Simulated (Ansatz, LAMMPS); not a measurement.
**amorphous polyacrylonitrile (as short chains C14N4H18), relaxed from a frame at 540 K (108 atoms): close-ups with forces and charges**

Density of this cell: 0.938 g/cm³. The cell holds 108 atoms: 42 C, 12 N and 54 H. Its edges and angles: a = 10.877 Å, b = 10.877 Å, c = 10.877 Å, α = 90.0°, β = 90.0°, γ = 90.0°. The starting structure: 3 polyacrylonitrile chains of 4 units with methyl end groups placed at random, at 0.938 g/cm³; overlaps pushed apart, then 20 ps at 800 K with MMFF94 bonds, angles, torsions, charges and radii (Halgren, J. Comput. Chem. 17, 490 (1996)) in harmonic and 12-6 forms. Snapshot after 30 ps at 540 K and fixed volume.

Computed with Ansatz 0.2.0: Kohn-Sham DFT, PBE+D4, PAW (set soft_2), plane waves; cutoff 420 eV, Γ point, fermi-dirac smearing of 0.05 eV. Geometry: the relaxed geometry.

The whole cell was solved; only parts of it are printed.

The surroundings of N13, one of the 12 N atoms, nearest first, numbered as they follow in the input and with coordinates relative to it.

| atom | x | y | z | distance (Å) | bonds | intrinsic-atomic-orbital charge (e) |
| --- | --- | --- | --- | --- | --- | --- |
| N13 | 0.00 | 0.00 | 0.00 | 0.00 | 1 | -0.28 |
| C12 | 0.65 | -0.21 | 0.94 | 1.16 | 2 | 0.18 |
| H66 | -0.77 | 0.15 | -2.17 | 2.31 | 1 | 0.23 |
| C11 | 1.47 | -0.50 | 2.12 | 2.62 | 4 | -0.18 |
| H69 | -2.45 | -1.07 | -0.99 | 2.85 | 1 | 0.22 |
| H108 | -1.85 | 2.24 | 0.22 | 2.91 | 1 | 0.20 |
| H33 | -0.38 | -2.56 | 1.38 | 2.93 | 1 | 0.22 |
| H30 | 0.99 | 0.05 | 2.95 | 3.11 | 1 | 0.22 |
| C47 | -1.14 | 0.00 | -3.20 | 3.40 | 4 | -0.19 |
| H29 | 3.29 | -0.35 | 0.96 | 3.45 | 1 | 0.20 |
| C10 | 2.89 | 0.07 | 1.89 | 3.45 | 4 | -0.32 |
| C14 | 1.45 | -2.02 | 2.42 | 3.47 | 4 | -0.31 |
| H28 | 2.81 | 1.16 | 1.77 | 3.52 | 1 | 0.20 |
| C15 | 0.06 | -2.69 | 2.38 | 3.59 | 4 | -0.18 |
| H106 | -0.73 | 3.56 | -0.19 | 3.64 | 1 | 0.20 |
| H32 | 2.08 | -2.54 | 1.68 | 3.69 | 1 | 0.19 |
| C90 | -1.62 | 3.29 | 0.41 | 3.69 | 4 | -0.52 |
| C51 | -3.13 | -1.00 | -1.85 | 3.77 | 4 | -0.18 |
| H107 | -1.37 | 3.40 | 1.47 | 3.95 | 1 | 0.17 |
| C48 | -0.01 | -0.59 | -3.91 | 3.96 | 2 | 0.16 |
| C16 | -0.87 | -2.05 | 3.32 | 4.00 | 2 | 0.16 |
| C50 | -2.28 | -1.05 | -3.14 | 4.02 | 4 | -0.31 |
| H65 | -0.81 | 2.14 | -3.45 | 4.14 | 1 | 0.20 |
| C52 | -3.84 | 0.27 | -1.71 | 4.22 | 2 | 0.16 |
| H67 | -1.85 | -2.06 | -3.18 | 4.22 | 1 | 0.20 |
| C46 | -1.55 | 1.39 | -3.75 | 4.29 | 4 | -0.32 |
| H64 | -2.49 | 1.66 | -3.25 | 4.42 | 1 | 0.19 |
| H31 | 1.89 | -2.18 | 3.41 | 4.47 | 1 | 0.17 |
| N17 | -1.61 | -1.56 | 4.07 | 4.65 | 1 | -0.28 |
| N49 | 0.87 | -1.12 | -4.45 | 4.68 | 1 | -0.28 |
| N45 | 0.44 | 1.87 | 4.30 | 4.71 | 1 | -0.27 |
| H19 | 3.21 | 2.14 | -2.81 | 4.77 | 1 | 0.19 |
| H23 | 2.99 | -0.21 | -3.72 | 4.78 | 1 | 0.19 |
| N89 | -2.34 | -4.17 | 0.45 | 4.80 | 1 | -0.28 |

The column of bonds counts only the pairs H-C within 1.34 Å, C-C within 1.85 Å, C-N within 1.62 Å; other neighbours, such as metal atoms beside each other in a compound, aren't counted, and periodic images can show an atom twice.

Local excerpt of 23 atoms (numbers count through the whole input) about C86, picked at random; x, y, z are measured from there.

| atom | x | y | z | distance (Å) | bonds | intrinsic-atomic-orbital charge (e) |
| --- | --- | --- | --- | --- | --- | --- |
| C86 | 0.00 | 0.00 | 0.00 | 0.00 | 4 | -0.30 |
| H104 | -0.21 | -1.03 | -0.31 | 1.10 | 1 | 0.20 |
| H103 | 0.18 | -0.03 | 1.08 | 1.10 | 1 | 0.17 |
| C87 | 1.28 | 0.45 | -0.73 | 1.54 | 4 | -0.18 |
| C83 | -1.24 | 0.88 | -0.27 | 1.54 | 4 | -0.18 |
| H105 | 1.13 | 0.36 | -1.82 | 2.17 | 1 | 0.22 |
| H102 | -1.06 | 1.89 | 0.13 | 2.17 | 1 | 0.21 |
| C84 | -2.38 | 0.34 | 0.47 | 2.45 | 2 | 0.15 |
| C88 | 1.56 | 1.86 | -0.49 | 2.48 | 2 | 0.15 |
| C90 | 2.48 | -0.43 | -0.34 | 2.54 | 4 | -0.52 |
| C82 | -1.57 | 0.99 | -1.77 | 2.57 | 4 | -0.31 |
| H100 | -1.59 | -0.01 | -2.21 | 2.73 | 1 | 0.19 |
| H108 | 2.25 | -1.48 | -0.53 | 2.74 | 1 | 0.20 |
| H101 | -0.76 | 1.54 | -2.27 | 2.84 | 1 | 0.19 |
| H107 | 2.73 | -0.32 | 0.73 | 2.84 | 1 | 0.17 |
| H59 | 1.57 | 0.92 | 2.60 | 3.17 | 1 | 0.16 |
| N9 | -0.58 | -2.82 | 1.80 | 3.40 | 1 | -0.27 |
| N53 | -0.34 | -2.45 | -2.36 | 3.42 | 1 | -0.28 |
| N85 | -3.29 | -0.09 | 1.05 | 3.45 | 1 | -0.26 |
| H56 | -0.81 | 0.39 | 3.34 | 3.46 | 1 | 0.17 |
| N89 | 1.76 | 2.99 | -0.29 | 3.48 | 1 | -0.28 |
| H106 | 3.37 | -0.16 | -0.93 | 3.50 | 1 | 0.20 |
| H57 | -0.66 | 2.07 | 2.80 | 3.55 | 1 | 0.19 |

The column of bonds counts only the pairs H-C within 1.34 Å, C-C within 1.85 Å, C-N within 1.62 Å; other neighbours, such as metal atoms beside each other in a compound, aren't counted, and periodic images can show an atom twice.

Neighbours are counted within 1.34 Å (H-C), 1.85 Å (C-C), 1.62 Å (C-N), the cutoffs taken from the relaxation.

Length of the force by element and coordination:

| element | coordination | atoms | mean length of the force (eV/Å) | spread | least | most |
| --- | --- | --- | --- | --- | --- | --- |
| C | all | 42 | 0.0081 | 0.0054 | 9.0e-4 | 0.0249 |
| C | 2 | 12 | 0.0116 | 0.006 | 0.0035 | 0.0249 |
| C | 4 | 30 | 0.0067 | 0.0045 | 9.0e-4 | 0.0198 |
| H | all | 54 | 0.0037 | 0.0035 | 6.0e-4 | 0.0179 |
| N | all | 12 | 0.011 | 0.0081 | 0.0018 | 0.0306 |

Intrinsic-atomic-orbital charges by element and coordination:

| element | coordination | atoms | mean charge (e) | spread | least | most |
| --- | --- | --- | --- | --- | --- | --- |
| C | all | 42 | -0.168 | 0.231 | -0.528 | 0.176 |
| C | 2 | 12 | 0.158 | 0.0075 | 0.149 | 0.176 |
| C | 4 | 30 | -0.299 | 0.122 | -0.528 | -0.176 |
| H | all | 54 | 0.192 | 0.0169 | 0.155 | 0.232 |
| N | all | 12 | -0.274 | 0.0063 | -0.283 | -0.262 |

The network of contacts between molecules at the start is that of the classical potential that made the cell, and needn't be the one that DFT or experiment would give. The density was typed from a rule of thumb and may lie off the real one at this temperature. Only the Γ point is sampled, in a cell whose shortest periodic width is 11 Å.

[Hosts, paths, dates, database ids (printed as entryN), source tags and the programs' standing remarks are cut or masked in the printed files.]

[The MMFF94 radii named for the starting cell were scaled by 0.96; in molecules described by MMFF94, hydrogen bound to N, O or S took a small fixed 12-6 site in their place.]
